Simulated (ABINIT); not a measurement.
# A GW run on LiBiB2O6 (R-3) in ABINIT, with inputs changed, part 2 of 2

Aim: change inputs of a GW run on LiBiB2O6 (R-3) and see what moves.

ABINIT 10.8.3; LDA and many-body steps on it, plane waves. Known limits of the many-body steps: not at the basis limit; exchange with frozen shells missing; no spin-orbit coupling; coarse k mesh.

So far. Step 4 (Broadening of the poles): Against G0W0 in ABINIT (2×2×2 mesh, 66 bands, screening to 87.1 eV, Godby-Needs plasmon pole), the gap moves by +0.000 eV. Step 5 (No symmetry in the self-energy): Against G0W0 in ABINIT (2×2×2 mesh, 66 bands, screening to 87.1 eV, Godby-Needs plasmon pole), the gap moves by +0.000 eV.

**6. Scissors in G**

Level of this step: G0W0 on LDA, plane waves, norm-conserving pseudopotentials (ABINIT).

run.abi reads:

```
acell 3*1.0 Angstrom
rprim 
  2.439250647883 1.408302018200 5.224968345293
  -2.439250647883 1.408302018200 5.224968345293
  0.000000000000 -2.816604036329 5.224968345313
ntypat 4
znucl 3 5 83 8
natom 10
typat 1 2 2 3 4 4 4 4 4 4
xred 
  0.500000000000 0.500000000000 0.500000000000
  0.254532000000 0.254532000000 0.254532000000
  0.745468000000 0.745468000000 0.745468000000
  -0.000000000000 -0.000000000000 0.000000000000
  0.031291000000 0.463879000000 0.746058000000
  0.536121000000 0.253942000000 0.968709000000
  0.253942000000 0.968709000000 0.536121000000
  0.746058000000 0.031291000000 0.463879000000
  0.463879000000 0.746058000000 0.031291000000
  0.968709000000 0.536121000000 0.253942000000
pp_dirpath "pseudos"
pseudos "Li.upf, B.upf, Bi.upf, O.upf"
ecut 36
ngkpt 2 2 2
nshiftk 1
shiftk 0 0 0
kptopt 1
chksymbreak 0
istwfk *1
occopt 1
irdwfk 1
optdriver 4
nband 66
gwcalctyp 0
ecutsigx 36
symsigma 1
nkptgw 3
kptgw 
  0.5000000000 0.5000000000 0.0000000000
  0.5000000000 0.5000000000 0.5000000000
  0.0000000000 0.0000000000 0.0000000000
bdgw 
  29 32
  29 32
  29 32
ecuteps 3.2
irdscr 1
ppmodel 1
mbpt_sciss 1.0 eV
indata_prefix "in"
outdata_prefix "out"
tmpdata_prefix "tmp"
```

Run with:

```bash
$ OMP_NUM_THREADS=1 mpirun -n 4 abinit run.abi > log
```

The program printed:

```text
.Version 10.8.3 of ABINIT. v10.8.2 released Aug 2026.

 Symmetries : space group R-3 (#148); Bravais hR (rhombohedral)
[... echo of the input left out ...]
== DATASET  1 ==================================================================
-   mpi_nproc: 4, omp_nthreads: 1 (-1 if OMP is not activated)

--- !DatasetInfo
iteration_state: {dtset: 1, }
dimensions: {natom: 10, nkpt: 4, mband: 66, nsppol: 1, nspinor: 1, nspden: 1, mpw: 7556, }
cutoff_energies: {ecut:  36.0, pawecutdg:  -1.0, }
electrons: {nelect:   6.00000000E+01, charge:   0.00000000E+00, occopt:   1.00000000E+00, tsmear:   1.00000000E-02, }

 SIGMA: Calculation of the GW corrections

 Based on a program developped by R.W. Godby, V. Olevano, G. Onida, and L. Reining.
 Incorporated in ABINIT by V. Olevano, G.-M. Rignanese, and M. Torrent.
.Using double precision arithmetic ; gwpc =  8

[... cell and pseudopotentials left out ...]
--------------------------------------------------------------------------------

 ==== K-mesh for the wavefunctions ====
 Number of points in the irreducible wedge :     4
[... list of points left out ...]
 Together with  6 symmetry operations and time-reversal symmetry
 yields     8 points in the full Brillouin Zone.

 ==== Q-mesh for screening function ====
 Number of points in the irreducible wedge :     4
[... list of points left out ...]
 Together with  6 symmetry operations and time-reversal symmetry
 yields     8 points in the full Brillouin Zone.

 vcoul_init : cutoff-mode = AUXILIARY_FUNCTION
 q-points for optical limit:   1
     1)      0.000010    0.000020    0.000030
 setmesh: FFT mesh size selected  =    64x   64x   64
          total number of points  =       262144

 Number of electrons calculated from density =   60.0000; Expected =   60.0000
[...]
number of plane-waves for wavefunctions          7491
 number of bands                                    66
 number of q-points in IBZ                           4
 number of frequencies                               2
 number of real frequencies                          1
 number of imag frequencies                          1

 matrix elements of self-energy operator (all in [eV])

 Perturbative Calculation

--- !SelfEnergy_ee
iteration_state: {dtset: 1, }
kpoint     : [   0.500,    0.500,    0.000, ]
spin       : 1
KS_gap     :    1.805
QP_gap     :    3.325
Delta_QP_KS:    1.520
data: !SigmaeeData |
     Band     E0 <VxcDFT>   SigX SigC(E0)      Z dSigC/dE  Sig(E)    E-E0       E
       29   1.116 -19.528 -24.410   5.391   0.759  -0.318 -19.141   0.386   1.502
       30   1.451 -19.818 -24.369   5.182   0.758  -0.319 -19.340   0.478   1.929
       31   3.256 -19.617 -16.743  -0.617   0.794  -0.260 -17.619   1.998   5.254
[...]
--- !SelfEnergy_ee
iteration_state: {dtset: 1, }
kpoint     : [   0.500,    0.500,    0.500, ]
spin       : 1
KS_gap     :    1.819
QP_gap     :    3.405
Delta_QP_KS:    1.586
data: !SigmaeeData |
     Band     E0 <VxcDFT>   SigX SigC(E0)      Z dSigC/dE  Sig(E)    E-E0       E
[...]
--- !SelfEnergy_ee
iteration_state: {dtset: 1, }
kpoint     : [   0.000,    0.000,    0.000, ]
spin       : 1
KS_gap     :    1.479
QP_gap     :    3.004
Delta_QP_KS:    1.525
data: !SigmaeeData |
     Band     E0 <VxcDFT>   SigX SigC(E0)      Z dSigC/dE  Sig(E)    E-E0       E
[...]
31   2.779 -18.879 -16.259  -0.523   0.793  -0.262 -17.009   1.870   4.649
       32   8.132 -12.684  -6.854  -3.342   0.816  -0.225 -10.470   2.214  10.347

== END DATASET(S) ==============================================================
================================================================================

 -outvars: echo values of variables after computation  --------
           etotal      0.0000000000E+00
            nband          66
             nkpt           4
          spgroup         148
 [... the other variables as echoed above ...]

 Calculation completed.
```

Elapsed: 6.1 s, on 4 MPI ranks of Intel Xeon 6975P-C (Granite Rapids), shared host; peak memory 1.2 GiB.

Numbers from this step:

```yaml
g0w0_gap_on_the_points_computed: 2.688 eV
starting_gap_on_the_mesh: 1.282 eV
k_of_the_valence_top: 0.5, 0.5, 0
k_of_the_conduction_bottom: 0.5, 0.5, 0.5
z_at_the_valence_top: 0.758
z_at_the_conduction_bottom: 0.795
least_direct_g0w0_gap_on_the_computed_points: 3.004 eV
```

**7. Smaller part of the screening matrix**

Changes to run.abi since step 6:

```diff
@@ -45,6 +45,5 @@
   29 32
-ecuteps 3.2
+ecuteps 1.6
 irdscr 1
 ppmodel 1
-mbpt_sciss 1.0 eV
 indata_prefix "in"
```

The program printed:

```text
.Version 10.8.3 of ABINIT. v10.8.2 released Aug 2026.

 Symmetries : space group R-3 (#148); Bravais hR (rhombohedral)
[... echo of the input left out ...]
== DATASET  1 ==================================================================
-   mpi_nproc: 4, omp_nthreads: 1 (-1 if OMP is not activated)

--- !DatasetInfo
iteration_state: {dtset: 1, }
dimensions: {natom: 10, nkpt: 4, mband: 66, nsppol: 1, nspinor: 1, nspden: 1, mpw: 7556, }
cutoff_energies: {ecut:  36.0, pawecutdg:  -1.0, }
electrons: {nelect:   6.00000000E+01, charge:   0.00000000E+00, occopt:   1.00000000E+00, tsmear:   1.00000000E-02, }

 SIGMA: Calculation of the GW corrections

 Based on a program developped by R.W. Godby, V. Olevano, G. Onida, and L. Reining.
 Incorporated in ABINIT by V. Olevano, G.-M. Rignanese, and M. Torrent.
.Using double precision arithmetic ; gwpc =  8

[... cell and pseudopotentials left out ...]
--------------------------------------------------------------------------------

 ==== K-mesh for the wavefunctions ====
 Number of points in the irreducible wedge :     4
[... list of points left out ...]
 Together with  6 symmetry operations and time-reversal symmetry
 yields     8 points in the full Brillouin Zone.

 ==== Q-mesh for screening function ====
 Number of points in the irreducible wedge :     4
[... list of points left out ...]
 Together with  6 symmetry operations and time-reversal symmetry
 yields     8 points in the full Brillouin Zone.

 vcoul_init : cutoff-mode = AUXILIARY_FUNCTION
 q-points for optical limit:   1
     1)      0.000010    0.000020    0.000030
 setmesh: FFT mesh size selected  =    64x   64x   64
          total number of points  =       262144

 Number of electrons calculated from density =   60.0000; Expected =   60.0000
[...]
number of plane-waves for wavefunctions          7491
 number of bands                                    66
 number of q-points in IBZ                           4
 number of frequencies                               2
 number of real frequencies                          1
 number of imag frequencies                          1

 matrix elements of self-energy operator (all in [eV])

 Perturbative Calculation

--- !SelfEnergy_ee
iteration_state: {dtset: 1, }
kpoint     : [   0.500,    0.500,    0.000, ]
spin       : 1
KS_gap     :    1.805
QP_gap     :    3.484
Delta_QP_KS:    1.679
data: !SigmaeeData |
     Band     E0 <VxcDFT>   SigX SigC(E0)      Z dSigC/dE  Sig(E)    E-E0       E
       29   1.116 -19.528 -24.410   4.743   0.783  -0.277 -19.637  -0.109   1.007
       30   1.451 -19.818 -24.369   4.488   0.784  -0.275 -19.867  -0.049   1.402
       31   3.256 -19.617 -16.743  -0.865   0.811  -0.233 -17.987   1.630   4.886
[...]
--- !SelfEnergy_ee
iteration_state: {dtset: 1, }
kpoint     : [   0.500,    0.500,    0.500, ]
spin       : 1
KS_gap     :    1.819
QP_gap     :    3.545
Delta_QP_KS:    1.726
data: !SigmaeeData |
     Band     E0 <VxcDFT>   SigX SigC(E0)      Z dSigC/dE  Sig(E)    E-E0       E
[...]
--- !SelfEnergy_ee
iteration_state: {dtset: 1, }
kpoint     : [   0.000,    0.000,    0.000, ]
spin       : 1
KS_gap     :    1.479
QP_gap     :    3.118
Delta_QP_KS:    1.639
data: !SigmaeeData |
     Band     E0 <VxcDFT>   SigX SigC(E0)      Z dSigC/dE  Sig(E)    E-E0       E
[...]
31   2.779 -18.879 -16.259  -0.845   0.810  -0.234 -17.440   1.439   4.218
       32   8.132 -12.684  -6.854  -3.340   0.824  -0.213 -10.632   2.053  10.185

== END DATASET(S) ==============================================================
================================================================================

 -outvars: echo values of variables after computation  --------
           etotal      0.0000000000E+00
            nband          66
             nkpt           4
          spgroup         148
 [... the other variables as echoed above ...]

 Calculation completed.
```

The job ended after 4.9 s (4 MPI ranks; peak memory 1.1 GiB).

This step gave:

```yaml
g0w0_gap_on_the_points_computed: 2.813 eV
starting_gap_on_the_mesh: 1.282 eV
k_of_the_valence_top: 0.5, 0.5, 0
k_of_the_conduction_bottom: 0.5, 0.5, 0.5
z_at_the_valence_top: 0.784
z_at_the_conduction_bottom: 0.811
least_direct_g0w0_gap_on_the_computed_points: 3.117 eV
```

**8. More bands than the file holds**

Changes to run.abi since step 7:

```diff
@@ -32,3 +32,3 @@
 optdriver 4
-nband 66
+nband 198
 gwcalctyp 0
@@ -45,3 +45,3 @@
   29 32
-ecuteps 1.6
+ecuteps 3.2
 irdscr 1
```

The program printed:

```text
.Version 10.8.3 of ABINIT. v10.8.2 released Aug 2026.

 Symmetries : space group R-3 (#148); Bravais hR (rhombohedral)
================================================================================
 Values of the parameters that define the memory need of the present run
     intxc =       0    ionmov =       0      iscf =       7    lmnmax =       6
     lnmax =       6     mgfft =      64  mpssoang =       3    mqgrid =    3001
     natom =      10  nloc_mem =       1    nspden =       1   nspinor =       1
    nsppol =       1      nsym =       6    n1xccc =    2501    ntypat =       4
    occopt =       1   xclevel =       1
-    mband =         198        mffmem =           1         mkmem =           1
       mpw =        7556          nfft =      262144          nkpt =           4
================================================================================
  Rough estimation (10% accuracy) of disk space for files :
================================================================================

--------------------------------------------------------------------------------
------------- Echo of variables that govern the present computation ------------
--------------------------------------------------------------------------------
 -outvars: echo values of preprocessed input variables --------
            acell      1.8897261259E+00  1.8897261259E+00  1.8897261259E+00 Bohr

             bdgw          29      32      29      32      29      32
      chksymbreak           0
             ecut      3.60000000E+01 Hartree
          ecuteps      3.20000000E+00 Hartree
         ecutsigx      3.60000000E+01 Hartree
          ecutwfn      3.60000000E+01 Hartree
-          fftalg         312
           irdscr           1
           irdwfk           1

[...]
--- Pseudopotential description ------------------------------------------------
- Li Generated using ONCVPSP code by D. R. Hamann
-  3.00000   3.00000  180309                  znucl, zion, pspdat
12 -1012 1 -1 1944                            pspcod,pspxc,lmax,lloc,mmax
     nproj     2     2     0
  pspatm : epsatm=    2.61415252
         --- l  ekb(1:nproj) -->
[...]
pspatm: atomic psp has been read  and splines computed

- B Generated using ONCVPSP code by D. R. Hamann
-  5.00000   3.00000  180309                  znucl, zion, pspdat
12 -1012 1 -1 1498                            pspcod,pspxc,lmax,lloc,mmax
     nproj     2     2     0
  pspatm : epsatm=    3.19369156
         --- l  ekb(1:nproj) -->
[...]
pspatm: atomic psp has been read  and splines computed

- Bi Generated using ONCVPSP code by D. R. Hamann
- 83.00000  15.00000  180309                  znucl, zion, pspdat
12 -1012 2 -1 1454                            pspcod,pspxc,lmax,lloc,mmax
     nproj     2     2     2
  pspatm : epsatm=   42.70767148
         --- l  ekb(1:nproj) -->
[...]
pspatm: atomic psp has been read  and splines computed

- O Generated using ONCVPSP code by D. R. Hamann
-  8.00000   6.00000  201201                  znucl, zion, pspdat
12 -1012 2 -1 926                             pspcod,pspxc,lmax,lloc,mmax
     nproj     2     2     1
  pspatm : epsatm=    6.27558587
         --- l  ekb(1:nproj) -->
             0    6.026028    0.816167
             1   -4.798959   -1.172522
             2   -1.033686
 pspatm: atomic psp has been read  and splines computed

   5.36176334E+03                                ecore*ucvol(ha*bohr**3)
--------------------------------------------------------------------------------

--- !ERROR
message: |
    Number of bands stored WFK file is less than required.
    WFK mband: 72, self-energy nband: 198

--- !ERROR
message: |
    Number of bands stored WFK file is less than required.
    WFK mband: 72, self-energy nband: 198

--- from the log ---
Number of bands stored WFK file is less than required.
    WFK mband: 72, self-energy nband: 198
```

Run time: 2.1 s. Hardware: 4 MPI ranks; peak memory 0.06 GiB.

The run stopped with an error after 2.1 s.

The program's words: Number of bands stored WFK file is less than required. WFK mband: 72, self-energy nband: 198

The fault put into this input: more bands than the file holds.

**9. Screening cutoff above the file's**

Changes to run.abi since step 8:

```diff
@@ -32,3 +32,3 @@
 optdriver 4
-nband 198
+nband 66
 gwcalctyp 0
@@ -45,3 +45,3 @@
   29 32
-ecuteps 3.2
+ecuteps 12.8
 irdscr 1
```

The program printed:

```text
.Version 10.8.3 of ABINIT. v10.8.2 released Aug 2026.

 Symmetries : space group R-3 (#148); Bravais hR (rhombohedral)
[... echo of the input left out ...]
== DATASET  1 ==================================================================
-   mpi_nproc: 4, omp_nthreads: 1 (-1 if OMP is not activated)

--- !DatasetInfo
iteration_state: {dtset: 1, }
dimensions: {natom: 10, nkpt: 4, mband: 66, nsppol: 1, nspinor: 1, nspden: 1, mpw: 7556, }
cutoff_energies: {ecut:  36.0, pawecutdg:  -1.0, }
electrons: {nelect:   6.00000000E+01, charge:   0.00000000E+00, occopt:   1.00000000E+00, tsmear:   1.00000000E-02, }

 SIGMA: Calculation of the GW corrections

 Based on a program developped by R.W. Godby, V. Olevano, G. Onida, and L. Reining.
 Incorporated in ABINIT by V. Olevano, G.-M. Rignanese, and M. Torrent.
.Using double precision arithmetic ; gwpc =  8

[... cell and pseudopotentials left out ...]
--------------------------------------------------------------------------------

 ==== K-mesh for the wavefunctions ====
 Number of points in the irreducible wedge :     4
[... list of points left out ...]
 Together with  6 symmetry operations and time-reversal symmetry
 yields     8 points in the full Brillouin Zone.

 ==== Q-mesh for screening function ====
 Number of points in the irreducible wedge :     4
[... list of points left out ...]
 Together with  6 symmetry operations and time-reversal symmetry
 yields     8 points in the full Brillouin Zone.

 vcoul_init : cutoff-mode = AUXILIARY_FUNCTION
 q-points for optical limit:   1
     1)      0.000010    0.000020    0.000030
 setmesh: FFT mesh size selected  =    64x   64x   64
          total number of points  =       262144

 Number of electrons calculated from density =   60.0000; Expected =   60.0000
[...]
number of plane-waves for wavefunctions          7491
 number of bands                                    66
 number of q-points in IBZ                           4
 number of frequencies                               2
 number of real frequencies                          1
 number of imag frequencies                          1

 matrix elements of self-energy operator (all in [eV])

 Perturbative Calculation

--- !SelfEnergy_ee
iteration_state: {dtset: 1, }
kpoint     : [   0.500,    0.500,    0.000, ]
spin       : 1
KS_gap     :    1.805
QP_gap     :    3.221
Delta_QP_KS:    1.416
data: !SigmaeeData |
     Band     E0 <VxcDFT>   SigX SigC(E0)      Z dSigC/dE  Sig(E)    E-E0       E
       29   1.116 -19.528 -24.410   5.361   0.758  -0.320 -19.165   0.363   1.479
       30   1.451 -19.818 -24.369   5.145   0.756  -0.322 -19.368   0.450   1.901
       31   3.256 -19.617 -16.743  -0.507   0.788  -0.269 -17.751   1.866   5.122
[...]
--- !SelfEnergy_ee
iteration_state: {dtset: 1, }
kpoint     : [   0.500,    0.500,    0.500, ]
spin       : 1
KS_gap     :    1.819
QP_gap     :    3.296
Delta_QP_KS:    1.477
data: !SigmaeeData |
     Band     E0 <VxcDFT>   SigX SigC(E0)      Z dSigC/dE  Sig(E)    E-E0       E
[...]
--- !SelfEnergy_ee
iteration_state: {dtset: 1, }
kpoint     : [   0.000,    0.000,    0.000, ]
spin       : 1
KS_gap     :    1.479
QP_gap     :    2.894
Delta_QP_KS:    1.415
data: !SigmaeeData |
     Band     E0 <VxcDFT>   SigX SigC(E0)      Z dSigC/dE  Sig(E)    E-E0       E
[...]
31   2.779 -18.879 -16.259  -0.409   0.787  -0.271 -17.139   1.740   4.519
       32   8.132 -12.684  -6.854  -3.313   0.815  -0.227 -10.632   2.052  10.184

== END DATASET(S) ==============================================================
================================================================================

 -outvars: echo values of variables after computation  --------
           etotal      0.0000000000E+00
            nband          66
             nkpt           4
          spgroup         148
 [... the other variables as echoed above ...]

 Calculation completed.
```

Wall time 6.1 s (4 MPI ranks); peak memory 1.2 GiB.

The run ended normally, though the input holds a fault or crude settings.

The fault put into this input: screening cutoff above the file's. It printed a gap of 2.59 eV, the value of the sound run: the program fell back on what its files hold, so an unchanged gap shows no convergence.

**10. Side by side**

Times are wall times on 4 MPI ranks of Intel Xeon 6975P-C (Granite Rapids), shared host, good to a factor of about two. A run's time includes the screening step that it read.

```tsv
run	mesh	bands	screening cutoff (eV)	DFT gap (eV)	gap on the mesh (eV)	direct (eV)	ε∞ used	time
base	2×2×2	66	87.1	1.282	2.587	2.894	5.67	22 s
broadening of the poles	2×2×2	66	87.1	1.282	2.587	2.894	5.67	22 s
no symmetry in the self-energy	2×2×2	66	87.1	1.282	2.587	2.894	5.67	23 s
scissors in G	2×2×2	66	87.1	1.282	2.688	3.004	5.67	22 s
smaller part of the screening matrix	2×2×2	66	43.5	1.282	2.813	3.117	5.67	21 s
```

**11. What came out**

| Property | Result |
| --- | --- |
| base | 2.587 eV |
| broadening of the poles | 2.587 eV |
| no symmetry in the self-energy | 2.587 eV |
| scissors in G | 2.688 eV |
| smaller part of the screening matrix | 2.813 eV |
| known limits | not at the basis limit; exchange with frozen shells missing; no spin-orbit coupling; coarse k mesh |

**Reading.** Broadening of the poles: no change against base (keys changed: zcut). No symmetry in the self-energy: no change against base (keys changed: symsigma). Scissors in G: +0.101 eV against base (keys changed: mbpt_sciss). Smaller part of the screening matrix: +0.226 eV against base (keys changed: ecuteps). Bands and cutoff are finite, so the gap is not at the basis limit. The miss can reach some tenths of an eV and take either sign; the mesh is an error of its own. In the first G0W0 run levels were corrected at 3 k points alone, so a gap called «on the mesh» is the least over those, and an edge elsewhere would be missed. The 2×2×2 mesh is coarse for this cell, which bears on the long-range parts of exchange and screening. Where an edge is built on 6p states of lead, bismuth or thallium, scalar-relativistic gaps usually stand too wide, by a few tenths to over one eV. The norm-conserving file of at least one element keeps a d shell over frozen s and p shells of the same row. Exchange with those shells is missing from the self-energy, an error of 0.3 to 0.9 eV in cases checked, whose sign depends on which edge lies on those atoms. The many-body steps are scalar-relativistic: spin-orbit coupling is not in them.

[Paths, hosts, dates, memory and timing lines, banners, echoed tables and standing remarks are left out of the program output.]

[Logs are printed without paths, hosts, clocks, repeated set-up lines and the standing remarks that a program may print on its own settings, such as how far it seeks lower states.]

[Runs of the session that timed out or met a known fault of the program may be left out.]

[No measured gap is set beside runs whose start may be inverted or whose files or cutoffs have a known fault.]

[Hosts, paths, dates, database ids (printed as entryN), source tags and the programs' standing remarks are cut or masked in the printed files.]

[G0W0 gaps are taken among the corrected bands and points alone; a level outside them can change the order at an edge.]

[Where Ansatz stands beside ABINIT at settings called matched, ABINIT's density can come from a denser mesh and the files from another edition; pairs whose starting gaps differed by over 0.03 eV were left out, so agreement reads better than it is.]
